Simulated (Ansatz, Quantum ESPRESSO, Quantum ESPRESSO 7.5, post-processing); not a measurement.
# Hf(0001), 4 layers, one monolayer of Mg on hcp sites: vacuum level and surface dipole

Wanted: work functions and the surface dipole of Hf(0001), 4 layers, one monolayer of Mg on hcp sites at several levels, with their cost.

Method: plane-wave DFT, PBE, GBRV ultrasoft pseudopotentials (geometry and cross-check by Ansatz 0.2.0 with PAW datasets; geometry under PBE), in Quantum ESPRESSO 7.5.

Most raw output is cut from this account.

### Step 1. Starting point

The cell holds 5 atoms: 4 Hf and 1 Mg. Cell: a = 3.200 Å, b = 3.200 Å, c = 26.594 Å, α = 90.0°, β = 90.0°, γ = 60.0°. It derives from Hf. Vacuum lies along c.

Coordinates:

```cif
data_structure
_symmetry_space_group_name_H-M 'P 1'
_symmetry_Int_Tables_number 1
_cell_length_a 3.2000
_cell_length_b 3.2000
_cell_length_c 26.5936
_cell_angle_alpha 90.000
_cell_angle_beta 90.000
_cell_angle_gamma 60.000
_cell_volume 235.83
loop_
_atom_site_label
_atom_site_type_symbol
_atom_site_fract_x
_atom_site_fract_y
_atom_site_fract_z
_atom_site_occupancy
Hf1 Hf 0.66667 0.66667 0.31211 1
Hf2 Hf 0.00000 0.00000 0.40729 1
Hf3 Hf 0.66667 0.66667 0.50247 1
Hf4 Hf 0.00000 0.00000 0.59765 1
Mg5 Mg 0.66667 0.66667 0.69405 1
```

### Step 2. Relaxation with Ansatz

A relaxation in Ansatz fixes the structure of this slab for the runs on it.

The input, input.yaml:

```yaml
crystal:
  lattice:
    - [3.2, 0.0, 0.0]
    - [1.6, 2.7712812921, 0.0]
    - [0.0, 0.0, 26.5936]
  atoms:
    - { symbol: Hf, position: [0.6666666667, 0.6666666667, 0.3121051682] }
    - { symbol: Hf, position: [0.0, 0.0, 0.4072859635] }
    - { symbol: Hf, position: [0.6666666667, 0.6666666667, 0.5024667589] }
    - { symbol: Hf, position: [0.0, 0.0, 0.5976475543] }
    - { symbol: Mg, position: [0.6666666667, 0.6666666667, 0.6940483139] }
kpoints:
  mp_grid: { grid: [12, 12, 1] }
hamiltonian:
  xc: pbe
scf:
  occupations: { method: fermi_dirac, width: 0.1 }
  convergence: { dr2_threshold: 1.0e-08 }
efield:
  axis: 3
  dipole_correction: true
  ramp_position: 0.97
  ramp_width: 0.04
relax:
  f_tol: 0.01
  constraints: [{ sites: [0, 1] }]
output:
  write_potential: true
  write_density: true
  volumetric_format: npy
```

Command:

```
> ansatz run input.yaml --threads 4 --pin off --max-ram 8192MiB --backend cpu --events-out ev --progress --plain --runs-dir out
```

Elapsed: 29 s, on 4 threads of Arm Neoverse V2, shared host; peak memory 0.74 GiB.

Relaxation path:

```csv
step,energy less that of the first step (eV),largest force component (eV/Å)
1,0.0000,0.4420
2,-0.0084,0.5161
3,-0.0277,0.0370
4,-0.0279,0.0042
```

The atoms that moved most (Å):

```csv
atom,dx,dy,dz,length
Mg5,0.000,0.000,0.106,0.106
Hf3,0.000,0.000,0.087,0.087
```

Final coordinates:

```xyz
5
Lattice="3.2000 0.0000 0.0000 1.6000 2.7713 0.0000 0.0000 0.0000 26.5936" Properties=species:S:1:pos:R:3
Hf    3.2000    1.8475    8.3000
Hf    0.0000    0.0000   10.8312
Hf    3.2000    1.8475   13.4490
Hf    0.0000    0.0000   15.8973
Mg    3.2000    1.8475   18.5632
```

The relaxation lowers the energy by 6 meV an atom. Held were the atoms numbered 1 and 2; the forces quoted are those on the free ones.

Numbers from this step:

```
free energy                     : -64807.7729 eV
energy at zero smearing         : -64807.6665 eV
smearing term TS                : 0.2129 eV
Fermi energy                    : 5.957 eV
symmetry operations             : 6
work function of the upper face : 4.100 eV
work function of the lower face : 4.374 eV
dipole along the normal         : 0.01342 e·Å
```

### Step 3. SCF with pw.x

A dipole correction (tefield, dipfield, eamp = 0) lets each face keep its own vacuum level; its ramp sits in the vacuum at emaxpos, and symmetry is switched off.

Level of this step: plane-wave DFT, PBE, GBRV ultrasoft pseudopotentials (Quantum ESPRESSO 7.5).

The input, scf.in:

```
&control
  prefix = 'scf'
  outdir = './out'
  pseudo_dir = './pseudo'
  calculation = 'scf'
  tprnfor = .true.
  tefield = .true.
  dipfield = .true.
/
&system
  ibrav = 0
  nat = 5
  ntyp = 2
  ecutwfc = 40
  ecutrho = 200
  occupations = 'smearing'
  smearing = 'mv'
  degauss = 0.02
  edir = 3
  emaxpos = 0.97
  eopreg = 0.04
  eamp = 0.0
/
&electrons
  conv_thr = 1e-07
  mixing_beta = 0.4
  electron_maxstep = 120
  mixing_mode = 'local-TF'
/
ATOMIC_SPECIES
  Hf  178.4900  hf_pbe_v1.uspp.F.UPF
  Mg  24.3050  mg_pbe_v1.4.uspp.F.UPF
CELL_PARAMETERS angstrom
  3.19999999999411 0.00000000000000 0.00000000000000
  1.59999999999705 2.77128129210510 0.00000000000000
  0.00000000000000 0.00000000000000 26.59360000000000
ATOMIC_POSITIONS crystal
  Hf  0.666666666667 0.666666666667 0.312105168200
  Hf  -0.000000000000 -0.000000000000 0.407285963500
  Hf  0.666666666667 0.666666666667 0.505722612175
  Hf  -0.000000000000 -0.000000000000 0.597787594456
  Mg  0.666666666667 0.666666666667 0.698032862372
K_POINTS automatic
  12 12 1 0 0 0
```

Command:

```
> OMP_NUM_THREADS=1 mpirun -n 4 pw.x -nk 4 -in scf.in > scf.out
```

Wall time 9.4 min (4 MPI ranks); peak memory 1.1 GiB; 38 min of CPU time.

Numbers from this step:

- free energy: -10354.8204 eV
- Fermi energy: 3.954 eV
- dipole along the normal: 0.01360 e·Å

The program's own clock; routines nest. Time by routine:

```csv
routine,wall time (s),calls
PWSCF,562.3,1
electrons,556.8,1
c_bands,468.8,58
cegterg,410.4,1143
h_psi,274.7,6308
fftw,206.4,289988
vloc_psi,198.5,6308
sum_band,57.75,58
calbec,49.26,7486
add_vuspsi,37.89,6308
s_psi,37.56,6308
h_psi:calbec,37.52,6308
mix_rho,15.8,58
newd,10.65,59
```

The run needed 58 iterations to bring the estimated error under 1e-07 Ry; the largest force on any atom, held or free, is 0.68 eV/Å.

### Step 4. Potential by pp.x

The vacuum level is read from the electrostatic potential (plot_num = 11), averaged over planes.

The input, pot.in:

```
&inputpp
  prefix = 'scf'
  outdir = './out'
  filplot = 'pot.dat'
  plot_num = 11
/
```

Command:

```
> OMP_NUM_THREADS=1 mpirun -n 4 pp.x -in pot.in > pot.out
```

The job ended after 1.1 s (4 MPI ranks; peak memory 0.15 GiB).

Numbers from this step:

- work function of the upper face: 4.182 eV
- slope of the potential above: 0.001589 eV/Å
- upper vacuum line continued to the top atoms, over the Fermi level: 4.174 eV
- work function of the lower face: 4.460 eV
- slope of the potential below: -0.001504 eV/Å
- lower vacuum line continued to the bottom atoms, over the Fermi level: 4.451 eV

The potential energy, planar mean oscillates, so the rows of the table below give means over windows of 2.66 Å about each position, cut where the curve ends. Its maxima inside the range that stand out by 2 % of the span (Å: eV): 9.5: -0.448, 12.2: -0.226, 14.6: -1.10, 17.4: 0.860. Its minima: 8.0: -7.85, 11.2: -7.48, 13.2: -7.42, 16.2: -7.51, 18.6: -10.9.

Electrostatic potential energy of an electron, with the sawtooth; zero at the Fermi level. Table of potential energy, planar mean by z; means over each step:

```csv
z (Å),"potential energy, planar mean (eV)"
1.33,4.46
3.99,4.44
6.65,0.697
9.31,-4.94
11.97,-4.70
14.63,-5.18
17.29,-4.08
19.95,0.225
22.61,4.16
25.27,4.21
```

Electrostatic potential energy in the ca plane at fractional y = 0.667, with atoms of Hf and Mg within 0.2 Å of it. With pseudopotentials it is smooth inside the atoms' cores, unlike the true potential.

Ten even steps from '0' (-20 eV) to '9' (4 eV), each cell a mean:
```
47876677863000367766788863235789999999999999
15888888740252057888888730002689999999999999
04899998730595047898998620001689999999999999
15888888741131157888888730003789999999999999
47876567864111477765678864346899999999999999
78753246887656787532468887778999999999999999
88742135888777887421368888888999999999999999
78753246887555787533468887778899999999999999
```
Columns run along c (16.0 Å, from fractional 0.35 to 0.95 of the cell; values clipped at the 3rd and 97th percentile), rows up along a (3.2 Å). Atoms in or near the plane, at fractional coordinates: Hf at (0.51, 0.67), Mg at (0.70, 0.67).

The vacuum is flat to 1.6 meV/Å, so its level is well defined. Inside the slab the curve depends on the local part of the pseudopotentials; only the vacuum level has a meaning of its own.

### Step 5. Macroscopic average

average.x takes the planar mean and smooths it over a window of one repeat.

The input, avg.in:

```
1
pot.dat
1.0
420
3
4.7832747667
```

Command:

```
> OMP_NUM_THREADS=1 average.x < avg.in > avg.out
```

It took 0.52 s on 1 MPI rank; peak memory 0.1 GiB.

Electrostatic potential energy of an electron, with the sawtooth; zero at the Fermi level; window 2.5312 Å. Table of potential energy by z:

```csv
z (Å),planar mean (eV),running mean (eV)
0.0,4.39,4.35
0.5,4.46,4.41
1.0,4.46,4.45
1.5,4.46,4.46
2.0,4.46,4.46
2.5,4.46,4.46
3.0,4.46,4.46
3.5,4.46,4.45
4.0,4.45,4.44
4.5,4.44,4.41
5.0,4.40,4.31
5.5,4.29,4.05
6.0,3.99,3.33
6.5,3.16,1.59
7.0,0.912,-0.810
7.5,-4.44,-3.11
8.0,-7.83,-4.75
8.5,-7.46,-5.07
9.0,-4.99,-4.83
9.5,-0.503,-4.71
10.0,-3.46,-4.70
10.5,-7.34,-4.84
11.0,-7.35,-4.86
11.5,-5.46,-4.59
12.0,-0.525,-4.51
12.5,-2.26,-4.48
13.0,-7.14,-4.69
13.5,-7.08,-4.95
14.0,-6.37,-5.03
14.5,-1.62,-5.03
15.0,-2.99,-5.05
15.5,-7.22,-5.06
16.0,-7.23,-4.88
16.5,-6.15,-4.12
17.0,-0.601,-3.42
17.5,0.658,-3.97
18.0,-3.47,-4.07
18.5,-10.8,-3.98
19.0,-5.96,-3.58
19.5,-0.0672,-2.07
20.0,2.48,0.780
20.5,3.54,2.78
21.0,3.95,3.63
21.5,4.10,3.98
22.0,4.15,4.11
22.5,4.17,4.16
23.0,4.18,4.17
23.5,4.18,4.18
24.0,4.18,4.18
24.5,4.18,4.18
25.0,4.18,4.19
25.5,4.18,4.23
26.0,4.24,4.29
26.5,4.37,4.34
```

Where the running mean is not flat inside, average.x's window, rounded to the grid, doesn't match the spacings there.

### Step 6. Density by pp.x

plot_num = 0 writes the valence density.

The input, rho.in:

```
&inputpp
  prefix = 'scf'
  outdir = './out'
  filplot = 'rho.dat'
  plot_num = 0
/
```

Command:

```
> OMP_NUM_THREADS=1 mpirun -n 4 pp.x -in rho.in > rho.out
```

Wall time 1.1 s (4 MPI ranks); peak memory 0.15 GiB; 3.9 s of CPU time.

This step gave:

| Quantity | Value |
| --- | --- |
| electrons by integration | 58.00 e |

Mean over planes. Valence density, planar mean against z:

```csv
z (Å),"valence density, planar mean (e/Å³)"
3.5,6.1e-5
4.0,1.7e-4
4.5,5.0e-4
5.0,0.00142
5.5,0.00397
6.0,0.0109
6.5,0.0291
7.0,0.0728
7.5,0.260
8.0,0.906
8.5,0.926
9.0,0.396
9.5,0.192
10.0,0.285
10.5,0.889
11.0,0.913
11.5,0.423
12.0,0.178
12.5,0.217
13.0,0.749
13.5,0.889
14.0,0.607
14.5,0.215
15.0,0.257
15.5,0.834
16.0,0.899
16.5,0.505
17.0,0.151
17.5,0.113
18.0,0.188
18.5,1.64
19.0,0.328
19.5,0.0635
20.0,0.0320
20.5,0.0137
21.0,0.00525
21.5,0.00195
22.0,7.1e-4
22.5,2.5e-4
23.0,9.1e-5
```

Valence density in the ca plane at fractional y = 0.667, with atoms of Hf and Mg within 0.2 Å of it. It is the smooth field of the valence electrons, not physical close to the nuclei.

Ten steps, logarithmic in the rise over the least value, from '0' (-2 e/Å³) to '9' (36 e/Å³), each cell a mean:
```
44444444444454444444444444444444444444444444
44444444445656544444444446864444444444444444
54444444445505544444444447974444444444444444
44444444444555444444444445754444444444444444
44444444444454444444444444444444444444444444
44444444444444444444444444444444444444444444
44444444444444444444444444444444444444444444
44444444444444444444444444444444444444444444
```
Columns run along c (16.0 Å, from fractional 0.35 to 0.95 of the cell), rows up along a (3.2 Å). Atoms in or near the plane, at fractional coordinates: Hf at (0.51, 0.67), Mg at (0.70, 0.67).

The density integrates to 58.000 electrons, as the 58 of the input ask.

### Step 7. Projections on atomic orbitals

projwfc.x splits the states by atom and orbital; the spilling says how much the atomic basis misses.

The input, pdos.in:

```
&projwfc
  prefix = 'scf'
  outdir = './out'
  filpdos = 'pdos'
  Emin = -4.046
  Emax = 7.954
  DeltaE = 0.1
  ngauss = 0
  degauss = 0.01
/
```

Command:

```
> OMP_NUM_THREADS=1 mpirun -n 4 projwfc.x -in pdos.in > pdos.out
```

Wall time 2.9 s (4 MPI ranks); peak memory 0.24 GiB.

Numbers from this step:

```
spilling of the projection : 0.0067
```

Projected DOS an atom over height of the atomic layer and energy from the Fermi level. Columns are the atomic layers from the bottom up.

Ten even steps from '0' (0.00 states/eV) to '9' (2.11 states/eV), each cell a mean:
```
87670
95570
94391
63451
68870
55440
23340
23441
33331
33441
23331
12210
11111
00110
01010
00000
00000
00000
00000
00000
00000
00000
```
Columns: height of the atomic layer (Å) from 8.3 to 18.6; rows upwards: energy from the Fermi level (eV) from -8.00 to 0.900.

The atomic orbitals miss 0.7 % of the occupied states; for empty states the projections can miss much more.

### Step 8. Ground state: open boundaries by the effective screening medium

The effective screening medium with bc1 puts vacuum on both sides and removes the images along the normal. The slab must sit about z = 0, symmetry is kept, and the .esm1 file holds the planar potential.

The input, esm.in:

```
&control
  prefix = 'esm'
  outdir = './out'
  pseudo_dir = './pseudo'
  calculation = 'scf'
  tprnfor = .true.
/
&system
  ibrav = 0
  nat = 5
  ntyp = 2
  ecutwfc = 40
  ecutrho = 200
  occupations = 'smearing'
  smearing = 'mv'
  degauss = 0.02
  assume_isolated = 'esm'
  esm_bc = 'bc1'
/
&electrons
  conv_thr = 1e-07
  mixing_beta = 0.4
  electron_maxstep = 120
  mixing_mode = 'local-TF'
/
ATOMIC_SPECIES
  Hf  178.4900  hf_pbe_v1.uspp.F.UPF
  Mg  24.3050  mg_pbe_v1.4.uspp.F.UPF
CELL_PARAMETERS angstrom
  3.19999999999411 0.00000000000000 0.00000000000000
  1.59999999999705 2.77128129210510 0.00000000000000
  0.00000000000000 0.00000000000000 26.59360000000000
ATOMIC_POSITIONS crystal
  Hf  0.666666666667 0.666666666667 -0.192963847086
  Hf  -0.000000000000 -0.000000000000 -0.097783051786
  Hf  0.666666666667 0.666666666667 0.000653596889
  Hf  -0.000000000000 -0.000000000000 0.092718579170
  Mg  0.666666666667 0.666666666667 0.192963847086
K_POINTS automatic
  12 12 1 0 0 0
```

Command:

```
> OMP_NUM_THREADS=1 mpirun -n 4 pw.x -nk 4 -in esm.in > esm.out
```

The job ended after 6.6 min (4 MPI ranks; peak memory 0.89 GiB).

The run ended without convergence. The estimated SCF accuracy went from 3.23e+03 Ry in the first cycle kept to 0.231 Ry at best and 1.14 Ry in the last.

More iterations help only where the error still falls; otherwise the mixing, the start or the set-up has to change.

### Step 9. SCF with pw.x: PBEsol, GBRV ultrasoft

Next, another level on the same atoms.

Level of this step: plane-wave DFT, PBEsol, GBRV ultrasoft pseudopotentials (Quantum ESPRESSO 7.5).

gbrv-pbesol.in is the input of step 8 with these lines changed:

```diff
@@ -1,3 +1,3 @@
 &control
-  prefix = 'esm'
+  prefix = 'gbrv-pbesol'
   outdir = './out'
@@ -26,4 +26,4 @@
 ATOMIC_SPECIES
-  Hf  178.4900  hf_pbe_v1.uspp.F.UPF
-  Mg  24.3050  mg_pbe_v1.4.uspp.F.UPF
+  Hf  178.4900  hf_pbesol_v1.uspp.F.UPF
+  Mg  24.3050  mg_pbesol_v1.4.uspp.F.UPF
 CELL_PARAMETERS angstrom
```

Command:

```
> OMP_NUM_THREADS=1 mpirun -n 4 pw.x -nk 4 -in gbrv-pbesol.in > gbrv-pbesol.out
```

Wall time 7.2 min (4 MPI ranks); peak memory 0.89 GiB.

The run ended without convergence. The estimated SCF accuracy went from 3.21e+03 Ry in the first cycle kept to 4.18 Ry at best and 4.84 Ry in the last.

More iterations help only where the error still falls; otherwise the mixing, the start or the set-up has to change.

### Step 10. Ground state: vdW-DF-cx, GBRV ultrasoft

Level of this step: plane-wave DFT, vdW-DF-cx, GBRV ultrasoft pseudopotentials made under PBE (Quantum ESPRESSO 7.5). input_dft overrides the functional of the files.

gbrv-vdw-df-cx.in is the input of step 9 with these lines changed:

```diff
@@ -1,3 +1,3 @@
 &control
-  prefix = 'gbrv-pbesol'
+  prefix = 'gbrv-vdw-df-cx'
   outdir = './out'
@@ -13,2 +13,3 @@
   ecutrho = 200
+  input_dft = 'vdw-df-cx'
   occupations = 'smearing'
@@ -26,4 +27,4 @@
 ATOMIC_SPECIES
-  Hf  178.4900  hf_pbesol_v1.uspp.F.UPF
-  Mg  24.3050  mg_pbesol_v1.4.uspp.F.UPF
+  Hf  178.4900  hf_pbe_v1.uspp.F.UPF
+  Mg  24.3050  mg_pbe_v1.4.uspp.F.UPF
 CELL_PARAMETERS angstrom
```

Command:

```
> OMP_NUM_THREADS=1 mpirun -n 4 pw.x -nk 4 -in gbrv-vdw-df-cx.in > gbrv-vdw-df-cx.out
```

It took 9.5 min on 4 MPI ranks; peak memory 0.95 GiB.

The run ended without convergence. The estimated SCF accuracy went from 3.34e+03 Ry in the first cycle kept to 20.3 Ry at best and 126 Ry in the last.

More iterations help only where the error still falls; otherwise the mixing, the start or the set-up has to change.

### Step 11. Ground state: revPBE, GBRV ultrasoft

Level of this step: plane-wave DFT, revPBE, GBRV ultrasoft pseudopotentials made under PBE (Quantum ESPRESSO 7.5). input_dft overrides the functional of the files.

gbrv-revpbe.in is the input of step 10 with these lines changed:

```diff
@@ -1,3 +1,3 @@
 &control
-  prefix = 'gbrv-vdw-df-cx'
+  prefix = 'gbrv-revpbe'
   outdir = './out'
@@ -13,3 +13,3 @@
   ecutrho = 200
-  input_dft = 'vdw-df-cx'
+  input_dft = 'revpbe'
   occupations = 'smearing'
```

Command:

```
> OMP_NUM_THREADS=1 mpirun -n 4 pw.x -nk 4 -in gbrv-revpbe.in > gbrv-revpbe.out
```

Elapsed: 6.6 min, on 4 MPI ranks; peak memory 0.89 GiB; 26 min of CPU time.

Read from the output:

| Property | Result |
| --- | --- |
| free energy | -10359.2213 eV |
| Fermi energy | -4.303 eV |
| vacuum line at the lower end of the cell, over the Fermi level | 4.431 eV |
| vacuum line at the upper end of the cell, over the Fermi level | 4.175 eV |

The potential energy, planar mean oscillates, so the rows of the table below give means over windows of 2.55 Å about each position, cut where the curve ends. Its maxima inside the range that stand out by 2 % of the span (Å: eV): -3.9: -0.496, -1.3: -0.291, 1.2: -1.15, 3.9: 0.777. Its minima: -5.4: -7.91, -2.3: -7.58, -0.3: -7.51, 2.8: -7.60, 5.1: -11.0.

Electrostatic potential energy of an electron; zero at the Fermi level. The potential energy, planar mean by z; means over each step:

```csv
z (Å),"potential energy, planar mean (eV)"
-12.03,4.43
-9.48,4.41
-6.93,1.40
-4.38,-4.95
-1.83,-4.68
0.72,-5.17
3.27,-3.82
5.82,-2.98
8.37,4.05
10.92,4.17
```

The vacuum levels are read from the outermost 0.7 Å of the cell on either side.

### Step 12. All levels side by side

All levels:

```csv
level,upper face (eV),lower face (eV),dipole (e Å),CPU time (s)
"QE PBE GBRV, sawtooth",4.182,4.46,0.0136,2255
"QE revPBE GBRV ultrasoft, ESM bc1",4.175,4.431,-,1588
"Ansatz PBE PAW, sawtooth (time of the whole relaxation)",4.1,4.374,0.01342,112.6
```

The times are CPU seconds on a shared host; the codes use unlike cutoffs, datasets and smearings, so their times compare unlike work.

### Step 13. SCF with pw.x, with ecutwfc = 20, ecutrho = 100, mixing_mode = TF and mixing_beta = 0.2 and more

A sensitivity test on the input.

Level of this step: plane-wave DFT, PBE, GBRV ultrasoft pseudopotentials (Quantum ESPRESSO 7.5).

esm.w0.in is the input of step 8 with these lines changed:

```diff
@@ -1,3 +1,3 @@
 &control
-  prefix = 'esm'
+  prefix = 'esm.w0'
   outdir = './out'
@@ -11,4 +11,4 @@
   ntyp = 2
-  ecutwfc = 40
-  ecutrho = 200
+  ecutwfc = 20
+  ecutrho = 100
   occupations = 'smearing'
@@ -21,5 +21,5 @@
   conv_thr = 1e-07
-  mixing_beta = 0.4
-  electron_maxstep = 120
-  mixing_mode = 'local-TF'
+  mixing_beta = 0.2
+  electron_maxstep = 80
+  mixing_mode = 'TF'
 /
```

Command:

```
> OMP_NUM_THREADS=1 mpirun -n 4 pw.x -nk 4 -in esm.w0.in > esm.w0.out
```

Run time: 2 min. Hardware: 4 MPI ranks; peak memory 0.51 GiB.

The run ended without convergence. The estimated SCF accuracy went from 3.27e+03 Ry in the first cycle kept to 31.5 Ry at best and 258 Ry in the last.

More iterations help only where the error still falls; otherwise the mixing, the start or the set-up has to change.

### Step 14. Worked from the printed numbers

In the first self-consistent run, on its own zero, the Fermi level is 3.954 eV and the upper vacuum level 8.136 eV: φ = 8.136 − (3.954) = 4.182 eV.

The dipole of 0.0653 D is 0.0136 e Å (1 D = 0.20819 e Å). A dipole layer steps the potential by e p/(ε₀A), with e/ε₀ = 180.95 V Å: 180.95 × 0.0136 / 8.868 = 0.277 eV, against 0.277 eV between the two work functions.

### Step 15. Results

```
work function of the covered face, PBE, GBRV : 4.18 eV
work function of the bare face, PBE, GBRV    : 4.46 eV
dipole along the normal                      : 0.0136 e·Å
covered face by Ansatz                       : 4.10 eV
```

**Reading.** At the first level (PBE, GBRV ultrasoft) the work function comes to 4.18 eV on the upper face and 4.46 eV on the lower. The Mg layer ends 2.67 Å above the top metal plane and lowers the work function by 0.28 eV against the bare face. This is the step −180.95 p/A = -0.28 eV of the slab's dipole p = 0.01360 e Å, which the dipole correction builds in. The bare face is held at bulk positions, so it is no relaxed clean surface. Over the levels tried the upper face spans 4.10 eV (Ansatz PBE PAW, sawtooth) to 4.18 eV (QE PBE GBRV, sawtooth). Quantum ESPRESSO and Ansatz give 4.18 and 4.10 eV for the upper face; the two codes use unlike potentials, smearings and cutoffs, and the difference is larger than such choices usually leave. Ansatz ran with Fermi-Dirac smearing of 0.1 eV against cold smearing of 0.02 Ry, which alone can move a level by some tens of meV. With 12×12 points and so few layers the values hold to some 0.05 to 0.1 eV. The slab is cut at a tabulated measured bulk lattice constant, given to two decimals. A full 1×1 monolayer may not be the stable structure at this coverage.

[Logs are printed without paths, hosts, clocks, repeated set-up lines and the standing remarks that a program may print on its own settings, such as how far it seeks lower states.]

[Hosts, paths, dates, database ids (printed as entryN), source tags and the programs' standing remarks are cut or masked in the printed files.]

[Maps of the electrostatic potential energy from Ansatz leave out the sawtooth potential of an applied field or a dipole correction, so their vacuum need not be flat; planar profiles and work functions include it.]
